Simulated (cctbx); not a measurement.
# What is wrong with this refinement?

Cell a = 3.9230 Å, b = 3.9230 Å, c = 47.3420 Å, α = 90.00°, β = 90.00°, γ = 120.00°; space group R-3m (no. 166).

The data are simulated with cctbx, not measured: Cu Kα, λ = 1.54184 Å, to d = 0.83 Å, 50 % of the full sphere, strongest reflection 5000 counts, noise from counting, a 4 % proportional error and a noise floor of 2 counts (s.d.); no absorption.

An isotropic refinement with weights 1/σ² prints:

```text
Rint 0.039, 189 unique reflections to 0.83 A
cycle     R1     wR2    GooF  max shift (A)
   1  0.6426  0.8964  20.770   0.24181
   4  0.0170  0.0407   0.944   0.00000
final R1 0.0170 wR2 0.0407 GooF 0.944  parameters 5  data/parameter 37.8
atom        x        y        z      Ueq    occ   su(xyz)  su(Uiso or U11)
Cs1    0.00000  0.00000  0.20049   0.0041  1.000  0.00001  0.0002
Cu1    0.33333  0.66667  0.26733   0.0059  1.000  0.00002  0.0003
Fe1    0.00000  0.00000  0.00000   0.0052  1.000  0.00000  0.0003
difference map: max 1.03 min -0.68 rms 0.17
Q1    0.0000  0.0000  0.2105    6    1.10  0.47 A from Cs1
Q2    0.0000  0.0000  0.0116    6    0.97  0.55 A from Fe1
Q3    0.0000  0.0000  0.1883    6    0.88  0.58 A from Cs1
Q4    0.0000  0.0000  0.3175    6    0.74  2.39 A from Fe1
Q5    0.0000  0.0000  0.4012    6    0.55  0.09 A from Cu1
Q6    0.0000  0.0000  0.3802    6    0.54  0.91 A from Cu1
```

Q: Accept it or mend it, and why?

It can stand. The set-up had a fault (start far from the minimum), but the refinement still reached the right minimum: R1 = 0.0170, wR2 = 0.0407, GooF = 0.94 against R1 = 0.0170, wR2 = 0.0407, GooF = 0.94 for the right model.

The compound is Cs2FeCu2. The right model at the same level gives:

```text
Rint 0.039, 189 unique reflections to 0.83 A
cycle     R1     wR2    GooF  max shift (A)
   1  0.1653  0.3754   8.698   0.03738
   2  0.0170  0.0407   0.944   0.00000
final R1 0.0170 wR2 0.0407 GooF 0.944  parameters 5  data/parameter 37.8
atom        x        y        z      Ueq    occ   su(xyz)  su(Uiso or U11)
Cs1    0.00000  0.00000  0.20049   0.0041  1.000  0.00001  0.0002
Cu1    0.33333  0.66667  0.26733   0.0059  1.000  0.00002  0.0003
Fe1    0.00000  0.00000  0.00000   0.0052  1.000  0.00000  0.0003
difference map: max 1.03 min -0.68 rms 0.17
Q1    0.0000  0.0000  0.2105    6    1.10  0.47 A from Cs1
Q2    0.0000  0.0000  0.0116    6    0.97  0.55 A from Fe1
Q3    0.0000  0.0000  0.1883    6    0.88  0.58 A from Cs1
Q4    0.0000  0.0000  0.3175    6    0.74  2.39 A from Fe1
Q5    0.0000  0.0000  0.4012    6    0.55  0.09 A from Cu1
Q6    0.0000  0.0000  0.3802    6    0.54  0.91 A from Cu1
```

Isotropic U is held between 0.0001 and 1 Å² by the program, and listed peak heights are interpolated, so they can pass the grid's maximum.

The model was made for the exercise: a known structure type with other elements put in, its volume estimated, not relaxed; displacement parameters are assumed.

[Middle refinement cycles are left out of these outputs.]

[Logs are printed without paths, hosts, clocks, repeated set-up lines and the standing remarks that a program may print on its own settings, such as how far it seeks lower states.]
